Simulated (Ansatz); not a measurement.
# NaTaS3 in Imma, a phase reached by a soft mode: following an unstable mode

Wanted: the energy along a soft mode of NaTaS3 in Imma, a phase reached by a soft mode and the structure at the end.

Program: Ansatz 0.2.0. Level of theory: DFT PBE, scalar-relativistic, plane waves, PAW; PAW set soft_1. Results are calculated unless marked as measured.

The structure was built from a prototype and need not be the compound's stable phase.

### Step 1. The starting structure

It takes space group Imma (No. 74, orthorhombic). Conventional cell: a = 6.800 Å, b = 9.314 Å, c = 6.662 Å, α = 90.00°, β = 90.00°, γ = 90.00°. Nearest to Na lie 7 S at 2.76 to 3.51 Å. Nearest to Ta lie 6 S at 2.44 Å. Nearest to S lie 2 Ta at 2.44 Å and 3 Na at 2.76 to 3.51 Å. S has 2 Ta at 2.44 Å and 2 Na at 2.89 Å nearest. Farther neighbours and most contacts between anions are not listed.

### Step 2. Linear response at the zone centre

This phase was reached earlier by freezing in an unstable mode of a structure of higher symmetry and relaxing. Its zone-centre modes can show that it is still unstable.

The input, input.yaml:

```yaml
crystal:
  lattice:
    - [-3.3998947519, 4.6572297887, 3.3312277081]
    - [3.3998947519, -4.6572297887, 3.3312277081]
    - [3.3998947519, 4.6572297887, -3.3312277081]
  atoms:
    - { symbol: Na, position: [0.727867958, 0.977867958, 0.75] }
    - { symbol: Na, position: [0.272132042, 0.022132042, 0.25] }
    - { symbol: Ta, position: [0.5, 0.5, 0.0] }
    - { symbol: Ta, position: [0.0, 0.5, 0.5] }
    - { symbol: S, position: [0.8585554358, 0.6085554358, 0.25] }
    - { symbol: S, position: [0.1414445642, 0.3914445642, 0.75] }
    - { symbol: S, position: [0.6909682637, 0.0, 0.1909682637] }
    - { symbol: S, position: [0.3090317363, 0.0, 0.8090317363] }
    - { symbol: S, position: [0.3090317363, 0.5, 0.3090317363] }
    - { symbol: S, position: [0.6909682637, 0.5, 0.6909682637] }
kpoints:
  mp_grid: { grid: [8, 8, 8] }
hamiltonian:
  xc: pbe
  pseudopotentials: { kind: paw, azcp: { folder: soft_1 } }
scf:
  occupations: { method: methfessel_paxton, width: 0.2 }
output:
  eigenvalues: true
phonons:
  method: dfpt
```

Launch:

```
$ ansatz run input.yaml --threads 4 --pin off --max-ram 16384MiB --backend cpu --events-out ev --progress --plain --runs-dir out
```

Numbers of over 12 decimals in the logs are rounded to 6 here.

The program printed:

```text
Engine: ansatz 0.2.0, aarch64-unknown-linux-gnu
Pseudopotentials: kind: paw
Pseudopotential: Na, paw, valence charge 9, recommended cutoff 420 eV (normal), soft_1/Na.paw.azcp
Pseudopotential: Ta, paw, valence charge 13, recommended cutoff 420 eV (normal), soft_1/Ta.paw.azcp
Pseudopotential: S, paw, valence charge 6, recommended cutoff 420 eV (normal), soft_1/S.paw.azcp
Functional definition: PBE
  parameter kappa = 0.804
  parameter beta = 0.066725
  exchange = pbe_x(kappa = kappa, mu = beta*pi^2/3)
  correlation = pbe_c(beta = beta)
Crystal: 10 atoms, lattice volume = 210.988 Å³
Basis set: ecut = 420 eV, 4111 PW (Γ), exchange–correlation on 96×96×96 points (8 copies of the dense FFT grid, shifted against one another)
Bands: 50, of which v1, the nominal top of the filled ones, is band 40 counted from 1 (39 counted from 0)
Symmetry: 8 space group operations
k-points: 260 of 512 (irreducible under 1 space group operation, time reversal used)
Non-local potential: Na, projectors of the file, l = 0: 3, l = 1: 2, l = 2: 1
Non-local potential: Ta, projectors of the file, l = 0: 3, l = 1: 2, l = 2: 2, l = 3: 1
Non-local potential: S, projectors of the file, l = 0: 2, l = 1: 2, l = 2: 1
PAW form: soft (Blöchl's): semilocal exchange-correlation on the pseudo side does not see the compensation charge
PAW one-centre angular grid: Na, 110 points (default); XC on 64 Gauss nodes
PAW one-centre angular grid: Ta, 590 points (default); XC on 64 Gauss nodes
PAW one-centre angular grid: S, 110 points (default); XC on 64 Gauss nodes
Initial density: superposition of atomic densities (chi_scale 0.1, normalization cell, long waves kept (reshape's long-wave potential 0.00 eV rms))
Initial wavefunctions: pseudopotential atomic-orbital guess
Functional: x = pbe(κ = 0.804, μ = 0.219515), c = pbe(β = 0.066725)
SCF iter   1: F=—  HF=-28261.925375 eV  |F-HF|=—  |Δ(HF+E_count)|=         —  Δρ=4.10e-2  dr2=2.75e0  ethr=3.10e-3  ⟨swp⟩=7.1  Hψ=53907  notcnv=0
preconditioner: auto → Kerker (q_TF=auto, 2.321 Å⁻¹)  [metal: Δε(μ)=0.015 eV  Ē_g=7.954 eV  σ=0.200 eV  W_gap=0.06  n_scr=58 (ndim 8)  ℏωp=17.7 eV  f_vac=0.000  D(μ)=0.48/eV (n_scr^D=0)]
SCF iter   2: F=—  HF=-28261.255558 eV  |F-HF|=—  |Δ(HF+E_count)|=   6.70e-1  S|Δr|=    0.00e0  Δρ=2.13e-2  dr2=9.35e-1  ethr=3.10e-3  ⟨swp⟩=2.0  Hψ=16978  notcnv=0  defer=332
SCF iter   3: F=—  HF=-28261.049779 eV  |F-HF|=—  |Δ(HF+E_count)|=   2.06e-1  S|Δr|=    0.00e0  Δρ=5.08e-3  dr2=9.56e-2  ethr=1.17e-3  ⟨swp⟩=2.0  Hψ=15152  notcnv=0  defer=332
SCF iter   4: F=—  HF=-28261.041399 eV  |F-HF|=—  |Δ(HF+E_count)|=   8.38e-3  S|Δr|=    0.00e0  Δρ=1.76e-3  dr2=8.53e-3  ethr=1.20e-4  ⟨swp⟩=2.1  Hψ=18748  notcnv=0  defer=332
SCF iter   5: F=—  HF=-28261.044957 eV  |F-HF|=—  |Δ(HF+E_count)|=   3.56e-3  S|Δr|=    0.00e0  Δρ=3.97e-4  dr2=8.53e-4  ethr=1.07e-5  ⟨swp⟩=2.0  Hψ=16215  notcnv=0  defer=332
SCF iter   6: F=—  HF=-28261.045226 eV  |F-HF|=—  |Δ(HF+E_count)|=   2.69e-4  S|Δr|=    0.00e0  Δρ=1.10e-4  dr2=5.25e-5  ethr=1.07e-6  ⟨swp⟩=2.0  Hψ=19818  notcnv=0  defer=332
SCF iter   7: F=—  HF=-28261.045242 eV  |F-HF|=—  |Δ(HF+E_count)|=   1.61e-5  S|Δr|=    0.00e0  Δρ=4.59e-5  dr2=1.10e-5  ethr=6.56e-8  ⟨swp⟩=2.1  Hψ=19636  notcnv=0  defer=332
SCF iter   8: F=—  HF=-28261.045249 eV  |F-HF|=—  |Δ(HF+E_count)|=   6.64e-6  S|Δr|=    0.00e0  Δρ=1.29e-5  dr2=8.44e-7  ethr=1.37e-8  ⟨swp⟩=2.0  Hψ=17928  notcnv=0  defer=332
SCF iter   9: F=—  HF=-28261.045197 eV  |F-HF|=—  |Δ(HF+E_count)|=   5.18e-5  S|Δr|=    0.00e0  Δρ=3.82e-6  dr2=6.06e-8  ethr=1.05e-9  ⟨swp⟩=2.5  Hψ=19390  notcnv=0  defer=952
SCF iter  10: F=—  HF=-28261.045197 eV  |F-HF|=—  |Δ(HF+E_count)|=   2.57e-8  S|Δr|=    0.00e0  Δρ=1.37e-6  dr2=1.10e-8  ethr=7.57e-11  ⟨swp⟩=2.3  Hψ=19762  notcnv=0  defer=952
SCF iter  11: F=—  HF=-28261.045197 eV  |F-HF|=—  |Δ(HF+E_count)|=   3.05e-9  S|Δr|=    0.00e0  Δρ=4.63e-7  dr2=8.95e-10  ethr=1.38e-11  ⟨swp⟩=2.0  Hψ=16588  notcnv=0  defer=952
SCF iter  12: F=—  HF=-28261.045197 eV  |F-HF|=—  |Δ(HF+E_count)|=  3.64e-10  S|Δr|=    0.00e0  Δρ=1.60e-7  dr2=8.27e-11  ethr=1.12e-12  ⟨swp⟩=2.0  Hψ=19186  notcnv=0  defer=952
SCF iter  13: F=-28261.045197 eV  HF=-28261.045197 eV  |F-HF|=7.28e-12  |Δ(HF+E_count)|=  5.46e-11  S|Δr|=    0.00e0  Δρ=6.17e-8  dr2=7.97e-12  ethr=1.00e-12  ⟨swp⟩=15.5  Hψ=75988  notcnv=0
SCF 1 converged in 13 iterations: F = -28261.045197 eV  dr2 = 7.97e-12
  greatest PAW one-centre occupation: 0.999 electrons in one spin orbital (limit 2), on the Na atom at site 1 (counted from 0), in its partial waves of l = 0
DFPT response loops at Γ: preconditioner auto → Kerker (q_TF=auto, 2.321 Å⁻¹) (partly filled bands, converged f_vac=0.019); β = 1.00, the filter's whole step (`scf.mixing.beta` (0.50) is not read by the response loops under this deck's `scf.mixing.preconditioner`; to damp them name `kerker` or `kerker_dos`, under which they read `scf.mixing.beta`, and type it under 1.00, their step now; both keys bind the ground state too); Broyden in place of MSR1
SCF converged after 13 iterations
Stability not checked: this state was not tested for a lower state beside it, because cold or Methfessel-Paxton smearing, or corrected tetrahedra, fill the levels in a way that the test cannot read (fill_not_monotonic; see scf.lower_state_search)
Free energy (F): -28261.045197 eV
Harris-Foulkes:  -28261.045197 eV  (|F-HF|=7.28e-12)
Internal energy: -28261.047898 eV  (E = F + TS)
E sigma→0 (E₀):  -28261.045873 eV
Entropy (-TS):   0.002701 eV (0.270 meV/atom)
Fermi energy:    6.648819 eV
Step filling:    the computed levels leave a gap of 0.0087 eV = 0.0 smearing widths at the electron count; against every level under it full and every level over it empty, smearing changes F+E_penalty+E_count by +0.182 meV and its σ→0 estimate by -0.493 meV
--- Per-component energies (eV) ---
  E_band       = -892.515897
  E_kinetic    = 1639.359372
  E_local      = -5677.804698  (includes V_loc(G=0)·N_el)
  E_nonlocal   = 741.187633
  E_hartree    = 1960.842876
  E_xc         = -1248.204909
  E_vxc        = -1056.157391  (∫ρ·V_xc dr)
  E_paw        = -20846.566285  (= ΣΔE_a)
  E_vpaw       = -460.786761  (= ΣTr[D̂ρ^β])
  E_aug_tail   = 0.000216  (compensation charges beyond the density's cutoff)
  E_ewald      = -4829.862105
  E_smearing   = 0.002701  (= −TS)
  E_closure    = 0.000000  (closes the sum)
  Σ components = -28261.045197   (vs F -28261.045197, Δ=0.00e0)
--- Band table (eV; the first three rows and the last of 260) ---
  k-point 0: bands = [... 36 lower, 6.0440, 6.1044, 6.3504, 6.4193, 6.5377, 6.5908, 7.2938, 8.0153, ... 6 higher]
  k-point 1: bands = [... 36 lower, 5.7110, 6.1390, 6.2270, 6.4747, 6.8956, 6.9220, 7.3703, 8.2399, ... 6 higher]
  k-point 2: bands = [... 36 lower, 5.5834, 6.0008, 6.2278, 6.3332, 7.3651, 7.4415, 7.6476, 8.6159, ... 6 higher]
  k-point 259: bands = [... 36 lower, 4.8328, 5.7509, 6.0451, 6.4821, 6.6589, 7.7964, 8.0480, 8.5099, ... 6 higher]
--- Phonons (Γ-DFPT): 12 representative perturbations + reference, on 260 of 512 k-points (Σ response iterations 40) ---
  k mesh reduced under 1 symmetry operation, with k and −k counted as one. Each operation leaves every solved perturbation unchanged. A smaller set is not used because it would not reduce the number of displacements times k-points to solve
  ASR residual: 1.065e-4 → 0.000e0 eV/Å²; symmetrization residual: 1.076e-5 eV/Å²
  ASR residual per site (eV/Å²): 1.06e-4 1.06e-4 4.66e-5 4.66e-5 3.96e-5 3.96e-5 3.56e-5 3.56e-5 3.56e-5 3.56e-5
  Γ frequencies (cm⁻¹): -113.66 -92.20 -51.64 0.00 0.00 0.00 51.08 57.68 71.26 106.33 111.22 121.28 123.37 140.95 147.15 147.59 165.74 167.56 169.47 171.76 184.85 193.38 201.13 227.33 237.17 268.90 281.56 306.56 309.60 458.59
  non-analytic LO–TO correction: not included (Born effective charges unavailable; polar crystals: no LO–TO splitting at Γ)
```

Elapsed: 20 min, on 4 threads of Arm Neoverse V1, shared host; peak memory 7.1 GiB.

The column dr2 measures how far the density is from self-consistency, as an energy; F and HF (Harris–Foulkes) agree once it is small.

This step gave:

```
volume per atom                                         : 21.10 Å³
gap on the k-mesh                                       : 0 eV
sum-rule residual before enforcement                    : 1.06e-4 eV/Å²
point group                                             : mmm
highest optical mode at the zone centre (no LO-TO term) : 458.6 cm⁻¹
lowest optical zone-centre mode                         : -113.7 cm⁻¹
```

Patterns of degenerate modes are one choice out of their space. The modes at Γ (shares of kinetic energy by element, %) (negative means imaginary):

```
mode  frequency (cm⁻¹)  symmetry  Na %  Ta %  S %
   1            -113.7       B3u     6    38   57
   2             -92.2       B1u     7    48   45
   3             -51.6       B2u     7    50   43
   4               0.0  acoustic     8    60   32
   5               0.0  acoustic     8    60   32
   6               0.0  acoustic     8    60   32
   7              51.1       B2g    24     0   76
   8              57.7       B1g     0     0  100
   9              71.3       B3u    39     0   61
  10             106.3       B3g    92     0    8
  11             111.2       B2g    70     0   30
  12             121.3        Au     0    14   86
  13             123.4       B2u    85     0   15
  14             140.9       B3u    47     2   51
  15             147.2        Ag    77     0   23
  16             147.6       B1u     4    19   77
  17             165.7        Au     0    86   14
  18             167.6        Ag     1     0   99
  19             169.5       B2u     1    89   11
  20             171.8       B1u    47    49    4
  21             184.8       B1g     0     0  100
  22             193.4       B2g     6     0   94
  23             201.1       B1u    33    23   44
  24             227.3       B3g     8     0   92
  25             237.2        Ag    23     0   77
  26             268.9       B3u     0     0  100
  27             281.6       B2u     0     1   99
  28             306.6       B1u     2     1   98
  29             309.6       B3g     0     0  100
  30             458.6       B3g     0     0  100
```

Displacements in mode 1 (-113.7 cm⁻¹), the largest set to 1:
```
Na1 -0.56  0.00  0.00
Na2 -0.56  0.00  0.00
Ta3  0.52  0.00  0.00
Ta4  0.52  0.00  0.00
S5  -0.54  0.00  0.00
S6  -0.54  0.00  0.00
S7  -1.00  0.00  0.14
S8  -1.00  0.00  0.14
S9  -1.00  0.00 -0.14
S10 -1.00  0.00 -0.14
```

Displacements in mode 25 (237.2 cm⁻¹), the largest set to 1:
```
Na1  0.00  0.00 -0.73
Na2  0.00  0.00  0.73
Ta3  0.00  0.00  0.00
Ta4  0.00  0.00  0.00
S5   0.00  0.00 -1.00
S6   0.00  0.00  1.00
S7   0.00 -0.38  0.00
S8   0.00  0.38  0.00
S9   0.00  0.38  0.00
S10  0.00 -0.38  0.00
```

Before it was imposed, the acoustic sum rule was missed by 1.1e-4 eV/Å². Small misses are needed for a sound result but don't prove that mesh and cutoff are converged. The lowest optical mode is imaginary, 113.7i cm⁻¹, so the energy falls along it.

### Step 3. The mode frozen in, largest atomic shift 0 Å

The mode followed lies at Γ with frequency 113.7i cm⁻¹, the softest among the wavevectors solved. At small amplitude the distorted cell has space group no. 46 by a symmetry search on the positions. The undistorted cell that holds it gives the zero of energy on the same k mesh.

input.yaml, as its differences from that of step 2:

```diff
@@ -24,4 +24,4 @@
 output:
+  forces: true
+  stress: true
   eigenvalues: true
-phonons:
-  method: dfpt
```

The program printed:

```text
[...]
Crystal: 10 atoms, lattice volume = 210.988 Å³
Basis set: ecut = 420 eV, 4111 PW (Γ), exchange–correlation on 90×90×90 points (8 copies of the dense FFT grid, shifted against one another)
Bands: 50, of which v1, the nominal top of the filled ones, is band 40 counted from 1 (39 counted from 0)
Symmetry: 8 space group operations
[...]
k-points: 95 of 512
[...]
k-point 0: bands = [... 36 lower, 6.0440, 6.1043, 6.3503, 6.4193, 6.5377, 6.5907, 7.2937, 8.0152, ... 6 higher]
  k-point 1: bands = [... 36 lower, 5.7110, 6.1389, 6.2269, 6.4747, 6.8956, 6.9220, 7.3703, 8.2398, ... 6 higher]
  k-point 2: bands = [... 36 lower, 5.5834, 6.0007, 6.2277, 6.3332, 7.3651, 7.4414, 7.6475, 8.6158, ... 6 higher]
  k-point 94: bands = [... 36 lower, 4.8327, 5.7509, 6.0451, 6.4820, 6.6589, 7.7964, 8.0480, 8.5099, ... 6 higher]
[key lines of the parts left out:]
SCF converged after 9 iterations
Free energy (F): -28261.045197 eV
Fermi energy:    6.648805 eV
P = ⅓ Tr σ = 0.0017 GPa (0.017 kbar)
```

The job ended after 15 s (4 threads; peak memory 1 GiB).

This step gave:

- pressure: 0.001734 GPa
- energy from the undistorted cell: 0 meV/atom

The run ends at a pressure of 0.00 GPa, with forces up to 8.1e-4 eV/Å.

### Step 4. The mode frozen in, largest atomic shift 0.14 Å

The atoms are moved along the unstable eigenvector, the largest shift by 0.14 Å, with the cell fixed.

input.yaml, the sections that differ from step 3:

```yaml
crystal:
  lattice:
    - [-3.3998947519, 4.6572297887, 3.3312277081]
    - [3.3998947519, -4.6572297887, 3.3312277081]
    - [3.3998947519, 4.6572297887, -3.3312277081]
  atoms:
    - { symbol: Na, position: [0.727867958, 0.9663619734, 0.7384940154] }
    - { symbol: Na, position: [0.272132042, 0.0106260574, 0.2384940154] }
    - { symbol: Ta, position: [0.5, 0.5106535209, 0.0106535209] }
    - { symbol: Ta, position: [0.0, 0.5106535209, 0.5106535209] }
    - { symbol: S, position: [0.8585554358, 0.597477092, 0.2389216562] }
    - { symbol: S, position: [0.1414445642, 0.3803662204, 0.7389216562] }
    - { symbol: S, position: [0.6938088927, -0.0175592523, 0.1705683825] }
    - { symbol: S, position: [0.3118723652, -0.0175592523, 0.788631855] }
    - { symbol: S, position: [0.3061911073, 0.4767594898, 0.288631855] }
    - { symbol: S, position: [0.6881276348, 0.4767594898, 0.6705683825] }
# kpoints, hamiltonian, scf, output: as in step 3
```

The program printed:

```text
[...]
Crystal: 10 atoms, lattice volume = 210.988 Å³
Basis set: ecut = 420 eV, 4111 PW (Γ), exchange–correlation on 90×90×90 points (8 copies of the dense FFT grid, shifted against one another)
Bands: 50, of which v1, the nominal top of the filled ones, is band 40 counted from 1 (39 counted from 0)
Symmetry: 4 space group operations
[...]
k-point 0: bands = [... 36 lower, 5.8474, 6.0949, 6.1490, 6.4933, 6.9109, 7.3083, 7.5287, 8.2207, ... 5 higher]
  k-point 1: bands = [... 36 lower, 5.6932, 6.1202, 6.1713, 6.4396, 7.1521, 7.3667, 7.5251, 8.4616, ... 5 higher]
  k-point 2: bands = [... 36 lower, 5.6010, 6.0067, 6.1678, 6.2797, 7.5787, 7.5943, 7.6989, 8.8139, ... 5 higher]
  k-point 94: bands = [... 36 lower, 4.8839, 5.3346, 5.5056, 6.6146, 7.3486, 7.8899, 8.3132, 8.5909, ... 5 higher]
[key lines of the parts left out:]
SCF converged after 9 iterations
Free energy (F): -28261.105590 eV
Fermi energy:    6.858542 eV
P = ⅓ Tr σ = 1.1055 GPa (11.055 kbar)
```

Elapsed: 24 s, on 4 threads; peak memory 0.98 GiB.

This step gave:

```
pressure                         : 1.106 GPa
gap on the k-mesh                : 0.2566 eV
energy from the undistorted cell : -6.077 meV/atom
```

The energy, extrapolated to zero smearing, is -6.08 meV/atom against the undistorted cell.

The run ends at a pressure of 1.11 GPa, with forces up to 0.24 eV/Å.

### Step 5. Energy along the mode, all amplitudes (two of the runs are shown above)

An imaginary frequency means negative curvature, so the energy should fall and then rise again as anharmonic terms take over.

This step gave:

```yaml
depth_at_the_lowest_point_sampled: 6.077 meV/atom
largest_atomic_shift_at_that_point: 0.14 Å
```

Energy from the parent against largest atomic shift:

```
largest atomic shift (Å)  energy from the parent (meV/atom)
                   0.000                                  0
                   0.040                             -0.988
                   0.080                              -3.56
                   0.140                              -6.08
                   0.220                               3.54
                   0.320                               55.5
```

Displacement at unit largest shift by atom:

```
atom  x (Å)  y (Å)  z (Å)  size
 Na1  -0.56   0.00   0.00  0.56
 Na2  -0.56   0.00   0.00  0.56
 Ta3   0.52   0.00   0.00  0.52
 Ta4   0.52   0.00   0.00  0.52
  S5  -0.54   0.00   0.00  0.54
  S6  -0.54   0.00   0.00  0.54
  S7  -0.99   0.00   0.14  1.00
  S8  -0.99   0.00   0.14  1.00
  S9  -0.99   0.00  -0.14  1.00
 S10  -0.99   0.00  -0.14  1.00
```

The lowest of the steps tried is at 0.14 Å, 6.08 meV/atom below the parent; the bottom of the well need not coincide with a step.

(Continued in part 2 of 2.)

[Logs are printed without paths, hosts, clocks, repeated set-up lines and the standing remarks that a program may print on its own settings, such as how far it seeks lower states.]

[Hosts, paths, dates, database ids (printed as entryN), source tags and the programs' standing remarks are cut or masked in the printed files.]
